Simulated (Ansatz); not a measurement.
# A hypothetical structure for AlGa3C, part 2 of 2

This structure for AlGa3C is made up. Its elements were placed in a known structure type with a cell scaled to their sizes. What cell does the guess relax to, and how far off was it?

Ansatz 0.2.0; DFT, PBEsol, plane-wave PAW, files of the set soft_1, scalar-relativistic, no spin, cell and ions relaxed at zero pressure; PAW set soft_1 (the session's first sound run).

So far: The starting structure; Relaxing cell and atoms. The relaxed cell has a = 4.282 Å (conventional setting).

## Step 3: Bands of the relaxed cell

A second self-consistent run takes a narrower smearing and the mesh shown in its input; the bands follow along the standard path of the relaxed lattice.

This step: DFT, PBEsol, plane-wave PAW, files of the set soft_1, scalar-relativistic, no spin, bands and density of states at the relaxed cell; PAW set soft_1 (Ansatz 0.2.0).

The input, input.yaml:

```yaml
crystal:
  lattice:
    - [4.2816969166, 0.0, 0.0]
    - [0.0, 4.2816969166, 0.0]
    - [0.0, 0.0, 4.2816969166]
  atoms:
    - { symbol: Ga, position: [0.5, 0.0, 0.5] }
    - { symbol: Ga, position: [0.5, 0.5, 0.0] }
    - { symbol: Ga, position: [0.0, 0.5, 0.5] }
    - { symbol: Al, position: [0.0, 0.0, 0.0] }
    - { symbol: C, position: [0.5, 0.5, 0.5] }
kpoints:
  mp_grid: { grid: [8, 8, 8] }
  band_path:
    path:
      - [[0.0, 0.0, 0.0], [0.0, 0.5, 0.0], [0.5, 0.5, 0.0], [0.0, 0.0, 0.0], [0.5, 0.5, 0.5], [0.0, 0.5, 0.0]]
      - [[0.5, 0.5, 0.0], [0.5, 0.5, 0.5]]
    npoints: 13
scf:
  occupations: { method: fermi_dirac, width: 0.03 }
  n_extra_bands: 9
hamiltonian:
  xc: pbesol
  pseudopotentials: { kind: paw, azcp: { folder: soft_1 }, xc_functional: pbe }
output:
  forces: true
  stress: true
  write_bands: true
  dos: { projected: true }
  write_density: true
  write_potential: true
  elf: true
  volumetric_format: npy
```

Started as:

```bash
> ansatz run input.yaml --threads 4 --pin off --max-ram 8192MiB --backend cpu --events-out ev --progress --plain --runs-dir out
```

Numbers of over 12 decimals in the logs are rounded to 6 here.

The program printed:

```text
[...]
Crystal: 5 atoms, lattice volume = 78.496 Å³
Basis set: ecut = 420 eV, 1551 PW (Γ), exchange–correlation on 60×60×60 points (8 copies of the dense FFT grid, shifted against one another)
Bands: 32, of which v1, the nominal top of the filled ones, is band 23 counted from 1 (22 counted from 0)
Symmetry: 48 space group operations
[...]
k-points: 35 of 512
[...]
SCF iter   1: F=—  HF=-11997.885786 eV  |F-HF|=—  |Δ(HF+E_count)|=         —  Δρ=4.54e-2  dr2=2.57e0  ethr=3.10e-3  ⟨swp⟩=5.2  Hψ=4434  notcnv=0
[...]
SCF iter   8: F=-11997.352014 eV  HF=-11997.352014 eV  |F-HF|=1.83e-8  |Δ(HF+E_count)|=   3.27e-7  Δρ=6.87e-6  dr2=4.48e-8  ethr=2.17e-10  ⟨swp⟩=10.9  Hψ=7541  notcnv=0
SCF 1 converged in 8 iterations: F = -11997.352014 eV  dr2 = 4.48e-8
[...]
NSCF: frozen V_eff on 80 k-points
SCF converged after 8 iterations
Free energy (F): -11997.352014 eV
[...]
Internal energy: -11997.344484 eV  (E = F + TS)
E sigma→0 (E₀):  -11997.348249 eV
Entropy (-TS):   -0.007529 eV (-1.506 meV/atom)
Fermi energy:    9.468037 eV
[...]
--- Stress (GPa, compression-positive) ---
        0.411669       0.000000       0.000000
        0.000000       0.411669       0.000000
        0.000000       0.000000       0.411669
  P = ⅓ Tr σ = 0.4117 GPa (4.117 kbar)
--- Band table (eV; the first three rows and the last of 35) ---
  k-point 0: bands = [... 19 lower, 4.2815, 6.4887, 6.4887, 10.4085, 10.4085, 10.4085, 12.3161, 14.0479, ... 5 higher]
  k-point 1: bands = [... 19 lower, 4.5782, 6.5785, 7.3723, 9.7892, 10.2983, 10.2983, 13.0508, 13.1329, ... 5 higher]
  k-point 2: bands = [... 19 lower, 4.8747, 6.8297, 8.0943, 9.9055, 9.9213, 9.9213, 11.7946, 12.9481, ... 5 higher]
  k-point 34: bands = [... 19 lower, 5.5034, 5.5034, 5.5034, 5.9920, 12.7702, 12.7702, 12.7702, 16.0105, ... 5 higher]
```

The job ended after 2.9 s (4 threads of Arm Neoverse V1, shared host; peak memory 0.41 GiB).

This step gave:

```yaml
free_energy: -11997.3520 eV
energy_at_zero_smearing: -11997.3482 eV
smearing_term_ts: 0.007529 eV
fermi_energy: 9.468 eV
pressure: 0.4117 GPa
```

From bands.tsv, the bands that come nearest the Fermi level along the path, at its corners, in eV from the Fermi level:

```
point  band 20  band 21  band 22  band 23  band 24  band 25  band 26  band 27
    Γ    -5.19    -2.98    -2.98     0.94     0.94     0.94     2.85     4.58
    X    -4.02    -2.45    -2.13    -0.29    -0.29     0.86     3.38     3.38
    M    -3.90    -2.49     0.01     0.01     1.32     1.32     2.16     2.28
    Γ    -5.19    -2.98    -2.98     0.94     0.94     0.94     2.85     4.58
    R    -3.96    -3.96    -3.96    -3.48     3.30     3.30     3.30     6.54
    X    -4.02    -2.45    -2.13    -0.29    -0.29     0.86     3.38     3.38
    M    -3.90    -2.49     0.01     0.01     1.32     1.32     2.16     2.28
    R    -3.96    -3.96    -3.96    -3.48     3.30     3.30     3.30     6.54
```

States per cell as run, both spins, in windows of 1 eV, from dos.tsv (zero at the Fermi level):

```csv
from,to,total
-8,-7,1.58
-7,-6,1.30
-6,-5,1.39
-5,-4,1.49
-4,-3,1.25
-3,-2,1.75
-2,-1,1.74
-1,0,2.31
0,1,2.12
1,2,1.62
2,3,2.68
3,4,1.97
4,5,1.83
5,6,1.67
```

Below -8 eV lie 33.2 more states.

ELF in the ac plane at fractional y = 0.500, with atoms of Ga and C within 0.2 Å of it. It is the smooth field of the valence electrons, not physical close to the nuclei.

Ten even steps from '_' (0.03) to '@' (0.78), each cell a mean:
```
----------..______::--------
----::----::....::--::--::--
----::::::----------::::----
----::::--++**##**++--::::--
::::----**%%@@@@@@##++----::
____::==%%@@##++%%@@**--::__
::__::==%%@@--__++@@##--..__
____::==%%@@++--##@@**--..__
..::----**@@@@@@@@%%++--::..
----::--==**%%%%%%**--::----
----::::----======--::::----
----::::::--::::::--::::::--
----------::______::--------
::--------..__::__::--------
```
Columns run along a (4.3 Å), rows up along c (4.3 Å). Atoms in or near the plane, at fractional coordinates: Ga at (0.50, 0.00), Ga at (0.00, 0.50), C at (0.50, 0.50).

Electrostatic potential energy in the ac plane at fractional y = 0.500, with atoms of Ga and C within 0.2 Å of it. With pseudopotentials it is smooth inside the atoms' cores, unlike the true potential.

Ten even steps from '_' (-36 eV) to '@' (54 eV), each cell a mean:
```
++++++==--++%%@@##====++++++
++++++======++**++--==++++++
==++++++====----======++++++
======++++==========++======
============------======--==
%%**======::____..--====++##
@@%%======..______--==--**@@
@@##======::______--==--++%%
**++--======::..::========++
----====++==========++====--
====++++============++++====
++++++++==--==========++++++
++++++==--++##%%**====++++++
++++++==--**@@@@%%======++++
```
Columns run along a (4.3 Å; values clipped at the 3rd and 97th percentile), rows up along c (4.3 Å). Atoms in or near the plane, at fractional coordinates: Ga at (0.50, 0.00), Ga at (0.00, 0.50), C at (0.50, 0.50).

Valence density in the ac plane at fractional y = 0.500, with atoms of Ga and C within 0.2 Å of it. It is the smooth field of the valence electrons, not physical close to the nuclei.

Ten steps, logarithmic in the rise over the least value, from '0' (0 e/Å³) to '9' (39 e/Å³), each cell a mean:
```
00001478621000
00000245310000
00000111100000
10000111100001
32101122210012
75211233321136
97311233321158
86211233321147
53111222211124
11000111110001
00000111100000
00000123210000
00001367520000
00001589731000
```
Columns run along a (4.3 Å), rows up along c (4.3 Å). Atoms in or near the plane, at fractional coordinates: Ga at (0.50, 0.00), Ga at (0.00, 0.50), C at (0.50, 0.50).

## Step 4: What came out

```yaml
space_group_relaxed: Pm-3m
conventional_cell: a = 4.282, b = 4.282, c = 4.282 Å; α = 90.0°, β = 90.0°, γ = 90.0°
volume_per_atom: 15.70 Å³ (guess 14.04)
```

AlGa3C relaxes to Pm-3m with a = 4.282, b = 4.282 and c = 4.282 Å. The guessed volume was 11 % too small. The space group Pm-3m was held in the relaxation, so the end point is a stationary structure within it and may be a saddle against distortions or other arrangements. Bands cross the Fermi level, so it is a metal or semimetal at this level. On the 8×8×8 mesh with the narrower smearing (relaxed on 7×7×7) the forces vanish, as symmetry may demand, and the largest stress component is 0.412 GPa, against the relaxation's thresholds of 0.015 eV/Å and 0.05 GPa. The cutoff wasn't tested. No dispersion term is used, so weakly bound directions may come out too long. Nothing here tests whether the compound is stable against decomposition.

[Logs are printed without paths, hosts, clocks, repeated set-up lines and the standing remarks that a program may print on its own settings, such as how far it seeks lower states.]

[Hosts, paths, dates, database ids (printed as entryN), source tags and the programs' standing remarks are cut or masked in the printed files.]
